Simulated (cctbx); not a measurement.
**TlFeCl3 across an absorption edge**

Space group P6_3/mmc (no. 194), a = 6.9380 Å, b = 6.9380 Å, c = 5.8890 Å, α = 90.00°, β = 90.00°, γ = 120.00°.

| atom | mult. | x | y | z | Ueq (Å²) |
| --- | --- | --- | --- | --- | --- |
| Tl1 | 2 | 2/3 | 1/3 | 1/4 | 0.0068 |
| Fe1 | 2 | 0 | 0 | 0 | 0.0130 |
| Cl1 | 6 | 0.6845 | 0.8423 | 1/4 | 0.0121 |

The model is made up (kin elements in a known structure type, no relaxation), so it says nothing on whether the phase exists.

Calculated with cctbx: free-atom f′ and f″ from the Sasaki tables, no fine structure; amplitudes in electrons.

| E (eV) | F 2 0 0 | F 1 0 1 | F 2 0 1 | F 3 0 0 |
| --- | --- | --- | --- | --- |
| 6512 | 69.0 | 101.0 | 176.1 | 127.2 |
| 6862 | 70.4 | 100.7 | 175.8 | 125.4 |
| 6992 | 71.7 | 100.6 | 175.7 | 123.9 |
| 7052 | 73.1 | 100.6 | 175.6 | 122.5 |
| 7082 | 74.4 | 100.6 | 175.6 | 121.2 |
| 7097 | 75.8 | 100.6 | 175.6 | 119.8 |
| 7104 | 77.1 | 100.6 | 175.6 | 118.6 |
| 7108 | 78.4 | 100.6 | 175.6 | 117.3 |
| 7116 | 78.2 | 100.5 | 175.6 | 118.0 |
| 7120 | 76.6 | 100.5 | 175.6 | 119.5 |
| 7127 | 75.1 | 100.5 | 175.6 | 120.9 |
| 7142 | 73.6 | 100.5 | 175.5 | 122.3 |
| 7172 | 72.0 | 100.5 | 175.5 | 123.7 |
| 7262 | 69.9 | 100.4 | 175.4 | 125.6 |
| 7512 | 67.6 | 100.2 | 175.2 | 127.3 |

**Question.** Which edge is crossed, and why do the reflections move as they do?

The K edge of Fe. The edge is at 7112 eV. f′ of Fe falls from -3.8 e at 6992 eV to -7.3 e at 4 eV below it, and f″ steps from 0.47 to 3.94 e across it. Over that approach |F| changes by +9 % (2 0 0), +0 % (1 0 1), -0 % (2 0 1) and -5 % (3 0 0): a reflection falls where Fe scatters in phase with the total and rises where it scatters against it; it hardly moves where the Fe term is small or cancels by symmetry. Above the edge the larger f″ enters the imaginary part, where it can add to or cancel the other atoms' f″. The structure is centrosymmetric, so Friedel mates stay equal.
